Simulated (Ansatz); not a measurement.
# In2S (model cell, started as antifluorite): a soft mode frozen in, part 3 of 3

Which phase does In2S (model cell, started as antifluorite) fall into along its unstable mode, and how much energy does it gain?

Ansatz 0.2.0; DFT PBEsol, scalar-relativistic, plane waves, PAW.

So far. Step 4 (The mode frozen in, largest atomic shift 0.6 Å): The run ends at a pressure of 0.39 GPa, with forces up to 0.92 eV/Å. Step 5 (Energy along the mode, all amplitudes (two of the runs …): The lowest of the steps tried is the last one, at 0.6 Å, 60.8 meV/atom below the parent; the bottom of the well need not coincide with a step.

The structure was built from a prototype and need not be the compound's stable phase.

## Step 7: The new phase in its own primitive cell

The relaxed structure is symmetrised, reduced to its primitive cell and relaxed tightly, as its phonons need.

Contents of input.yaml:

```yaml
crystal:
  lattice:
    - [3.7100301822, 0.0, 0.0]
    - [0.0, 6.684800496, 0.0]
    - [0.0, 0.0, 6.2033366056]
  atoms:
    - { symbol: S, position: [0.5, 0.5, 0.0991393938] }
    - { symbol: S, position: [0.0, 0.0, 0.9008606062] }
    - { symbol: In, position: [0.5, 0.2617532997, 0.7129049111] }
    - { symbol: In, position: [0.0, 0.7617532997, 0.2870950889] }
    - { symbol: In, position: [0.5, 0.7382467003, 0.7129049111] }
    - { symbol: In, position: [0.0, 0.2382467003, 0.2870950889] }
kpoints:
  mp_grid: { grid: [8, 6, 6] }
hamiltonian:
  xc: pbesol
scf:
  occupations: { method: methfessel_paxton, width: 0.15 }
output:
  forces: true
  stress: true
  eigenvalues: true
relax:
  adjacent_minimum: "off"
  f_tol: 0.001
  max_steps: 60
  cell: { stress_tol: 0.01 }
```

Command:

```sh
> ansatz run input.yaml --threads 4 --pin off --max-ram 7168MiB --backend cpu --events-out ev --progress --plain --runs-dir out
```

Numbers of over 12 decimals in the logs are rounded to 6 here.

Log:

```text
[...]
Crystal: 6 atoms, lattice volume = 153.848 Å³
Basis set: ecut = 420 eV, 3015 PW (Γ), exchange–correlation on 50×90×90 points (8 copies of the dense FFT grid, shifted against one another)
Bands: 39, of which v1, the nominal top of the filled ones, is band 32 counted from 1 (31 counted from 0)
Symmetry: 8 space group operations
[...]
k-points: 80 of 288
[...]
cell:  # Å, volume = 153.8936 Å³
    - [3.652113, 0, 0]
    - [0, 6.749886, 0]
    - [0, 0, 6.242805]
  atoms:
    - { symbol: S, position: [0.5, 0.5, 0.102394] }
    - { symbol: S, position: [0, 0, 0.897606] }
    - { symbol: In, position: [0.5, 0.264143, 0.715755] }
    - { symbol: In, position: [0, 0.764143, 0.284245] }
    - { symbol: In, position: [0.5, 0.735857, 0.715755] }
    - { symbol: In, position: [0, 0.235857, 0.284245] }
[key lines of the parts left out:]
SCF converged after 6 iterations
Free energy (F): -23872.824444 eV
Fermi energy:    8.333556 eV
P = ⅓ Tr σ = -0.0001 GPa (-0.001 kbar)
```

Wall time 38 s (4 threads of Intel Xeon 6975P-C (Granite Rapids), shared host); peak memory 0.78 GiB.

The steps of the relaxation:

```
step  energy less that of the first step (eV)  largest force component (eV/Å)  pressure (GPa)  volume (Å³)
   1                                   0.0000                          0.0411            0.02       153.85
   2                                  -0.0065                          0.0371           -0.01       154.05
   3                                  -0.0078                          0.0063           -0.01       153.98
   4                                  -0.0080                          0.0026            0.01       153.91
   5                                  -0.0080                          0.0040           -0.02       153.92
   6                                  -0.0080                          0.0002            0.00       153.89
  7*                                  -0.0080                          0.0003            0.00       153.89
```

Relaxation steps marked * repeat the geometry before them on a plane-wave basis chosen anew for their cell, so energy and pressure can jump there.

Forces are held to the 8 operations that the run works with; a distortion that breaks them can't arise in this run.

```
conventional cell, symmetrised  before  after  change
                         a (Å)   3.710  3.652  -1.6 %
                         b (Å)   6.685  6.750  +1.0 %
                         c (Å)   6.203  6.243  +0.6 %
              volume (Å³/atom)   25.64  25.65  +0.0 %
```

The atoms that moved most (Å, as changes of fractional coordinates times the final cell):

```
atom     dx      dy      dz  length
 In3  0.000   0.016   0.018   0.024
 In6  0.000  -0.016  -0.018   0.024
 In4  0.000   0.016  -0.018   0.024
 In5  0.000  -0.016   0.018   0.024
  S2  0.000   0.000  -0.020   0.020
  S1  0.000   0.000   0.020   0.020
```

This step gave:

```yaml
pressure: -1.21e-4 GPa
volume_per_atom: 25.65 Å³
```

The largest force component left is 0.25 meV/Å and the pressure is 0.000 GPa, within the tolerances set. The cell now holds 25.65 Å³/atom.

## Step 8: Modes of the new phase, k-mesh 8×6×6

A relaxed structure may still be a saddle point, so its zone-centre modes are computed. No field response is asked, since the mesh shows no gap.

Contents of input.yaml:

```yaml
crystal:
  lattice:
    - [3.6521134399, 0.0, 0.0]
    - [0.0, 6.7498860263, 0.0]
    - [0.0, 0.0, 6.2428054517]
  atoms:
    - { symbol: S, position: [0.5, 0.5, 0.1023941233] }
    - { symbol: S, position: [0.0, 0.0, 0.8976058767] }
    - { symbol: In, position: [0.5, 0.2641433758, 0.7157547103] }
    - { symbol: In, position: [0.0, 0.7641433758, 0.2842452897] }
    - { symbol: In, position: [0.5, 0.7358566242, 0.7157547103] }
    - { symbol: In, position: [0.0, 0.2358566242, 0.2842452897] }
kpoints:
  mp_grid: { grid: [8, 6, 6] }
hamiltonian:
  xc: pbesol
scf:
  occupations: { method: methfessel_paxton, width: 0.15 }
output:
  eigenvalues: true
phonons:
  method: dfpt
```

Log:

```text
zone centre: on kpoints.mp_grid the ground state, and the responses unless they are solved on pairs of k-points, stand on 100 of the mesh's 288 k-points, reduced under 2 symmetry operations, with k and −k counted as one. Each operation leaves every solved displacement unchanged or reverses it
[...]
Crystal: 6 atoms, lattice volume = 153.894 Å³
Basis set: ecut = 420 eV, 2999 PW (Γ), exchange–correlation on 60×96×90 points (8 copies of the dense FFT grid, shifted against one another)
Bands: 39, of which v1, the nominal top of the filled ones, is band 32 counted from 1 (31 counted from 0)
Symmetry: 8 space group operations
k-points: 100 of 288 (irreducible under 2 space group operations, time reversal used)
[...]
SCF iter   1: F=—  HF=-23872.835111 eV  |F-HF|=—  |Δ(HF+E_count)|=         —  Δρ=4.02e-3  dr2=3.09e-2  ethr=1.77e-3  ⟨swp⟩=6.8  Hψ=16166  notcnv=0
[...]
SCF iter  11: F=-23872.824444 eV  HF=-23872.824444 eV  |F-HF|=0.00e0  |Δ(HF+E_count)|=  7.28e-12  S|Δr|=    0.00e0  Δρ=6.30e-8  dr2=8.45e-12  ethr=1.00e-12  ⟨swp⟩=10.3  Hψ=19708  notcnv=0
SCF 1 converged in 11 iterations: F = -23872.824444 eV  dr2 = 8.45e-12
[...]
DFPT response loops at Γ: preconditioner auto → Kerker (q_TF=auto, 2.357 Å⁻¹) (partly filled bands, converged f_vac=0.000); β = 1.00, the filter's whole step (`scf.mixing.beta` (0.50) is not read by the response loops under this deck's `scf.mixing.preconditioner`; to damp them name `kerker` or `kerker_dos`, under which they read `scf.mixing.beta`, and type it under 1.00, their step now; both keys bind the ground state too); Broyden in place of MSR1
SCF converged after 11 iterations
[...]
Free energy (F): -23872.824444 eV
[...]
Internal energy: -23872.826631 eV  (E = F + TS)
E sigma→0 (E₀):  -23872.824991 eV
Entropy (-TS):   0.002187 eV (0.364 meV/atom)
Fermi energy:    8.333556 eV
[...]
--- Band table (eV; the first three rows and the last of 100) ---
  k-point 0: bands = [... 28 lower, 6.0180, 6.3881, 6.6554, 7.8393, 9.5254, 9.6225, 11.5180, 12.5953, ... 3 higher]
  k-point 1: bands = [... 28 lower, 6.0769, 6.6439, 6.7222, 8.1764, 8.6652, 10.2420, 11.1577, 12.4405, ... 3 higher]
  k-point 2: bands = [... 28 lower, 6.4444, 6.6174, 6.9599, 8.1347, 9.1917, 10.1151, 10.8170, 12.0207, ... 3 higher]
  k-point 99: bands = [... 28 lower, 6.7555, 6.7555, 6.9028, 6.9028, 8.5059, 8.5059, 10.9835, 10.9835, ... 3 higher]
--- Phonons (Γ-DFPT): 6 representative perturbations + reference, on 100 of 288 k-points (Σ response iterations 18) ---
  k mesh reduced under 2 symmetry operations, with k and −k counted as one. Each operation leaves every solved displacement unchanged or reverses it
  ASR residual: 2.935e-5 → 0.000e0 eV/Å²; symmetrization residual: 7.713e-6 eV/Å²
  ASR residual per site (eV/Å²): 2.94e-5 2.94e-5 2.17e-5 2.17e-5 2.17e-5 2.17e-5
  Γ frequencies (cm⁻¹): 0.00 0.00 0.00 21.06 32.28 43.85 48.67 67.73 88.46 90.71 102.57 116.31 119.57 134.45 138.94 149.66 173.57 176.20
  non-analytic LO–TO correction: not included (Born effective charges unavailable; polar crystals: no LO–TO splitting at Γ)
```

Run time: 76 s. Hardware: 4 threads; peak memory 2.3 GiB.

This step gave:

* sum-rule residual before enforcement: 2.94e-5 eV/Å²
* point group: mmm
* highest optical mode at the zone centre (no LO-TO term): 176.2 cm⁻¹
* lowest optical zone-centre mode: 21.06 cm⁻¹

Patterns of degenerate modes are one choice out of their space. Modes at Γ, with each element's share of the kinetic energy:

```
mode  frequency (cm⁻¹)  symmetry  S %  In %
   1               0.0  acoustic   12    88
   2               0.0  acoustic   12    88
   3               0.0  acoustic   12    88
   4              21.1       B2u    2    98
   5              32.3       B3g    1    99
   6              43.9        Au    0   100
   7              48.7       B2g    9    91
   8              67.7       B1g    0   100
   9              88.5        Ag    9    91
  10              90.7       B3g    6    94
  11             102.6       B2u   86    14
  12             116.3        Ag    8    92
  13             119.6       B1u   44    56
  14             134.4       B1u   44    56
  15             138.9       B3u   88    12
  16             149.7       B2g   91     9
  17             173.6        Ag   83    17
  18             176.2       B3g   93     7
```

Displacements in mode 4 (21.1 cm⁻¹), the largest set to 1:
```
S1   0.00 -0.37  0.00
S2   0.00 -0.37  0.00
In3  0.00  0.05  1.00
In4  0.00  0.05 -1.00
In5  0.00  0.05 -1.00
In6  0.00  0.05  1.00
```

Displacements in mode 10 (90.7 cm⁻¹), the largest set to 1:
```
S1   0.00 -0.65  0.00
S2   0.00  0.65  0.00
In3  0.00 -0.13 -1.00
In4  0.00  0.13 -1.00
In5  0.00 -0.13  1.00
In6  0.00  0.13  1.00
```

Before it was imposed, the acoustic sum rule was missed by 2.9e-5 eV/Å². Small misses are needed for a sound result but don't prove that mesh and cutoff are converged. The lowest optical mode is real, 21.1 cm⁻¹.

## Step 9: Outcome

```yaml
unstable_mode_of_the_parent: q = (0, -0.5, -0.5), 131i cm⁻¹
depth_at_the_lowest_point_sampled: 60.8 meV/atom
largest_atomic_shift_at_that_point: 0.6 Å
space_group_reached_within_0p01_a: Pmmn
energy_gained_over_the_parent_first_relaxation_on_the_mesh_of_the_frozen_mode: 229 meV/atom
volume_per_atom_phase_reached: 25.6 Å³
lowest_optical_zone_centre_mode_phase_reached: 21.1 cm⁻¹
highest_optical_mode_at_the_zone_centre_no_lo_to_term_phase_reached: 176 cm⁻¹
```

**Reading.** Along this mode the structure falls into Pmmn, 229 meV/atom below the parent. At the parent's cell the well is 60.84 meV/atom deep on the steps tried, with its lowest point at a shift of 0.6 Å. That is the last step tried, so the steps alone don't bracket the bottom of the well. Relaxing atoms and cell changes the gain by +167.66 meV/atom against the lowest step (energies at zero smearing). Most of the total comes from this relaxation. The new phase has no imaginary mode at the zone centre of its cell; other wavevectors were not checked. Of the 4 patterns followed to their end from this parent, this one ends 55.6 meV/atom above the lowest, C2/m. Each path keeps the symmetry of its pattern, so a lower phase may lie along a pattern not tried. With no gap, or one that is small against the smearing, the frequencies hang on the k mesh and the smearing, most of all near Kohn anomalies. A phonon run warned that its eigensolver left some bands unconverged in a pass. The starting cell was built on a prototype and not taken from a measurement, so the phase need not exist.

[Logs are printed without paths, hosts, clocks, repeated set-up lines and the standing remarks that a program may print on its own settings, such as how far it seeks lower states.]

[Hosts, paths, dates, database ids (printed as entryN), source tags and the programs' standing remarks are cut or masked in the printed files.]
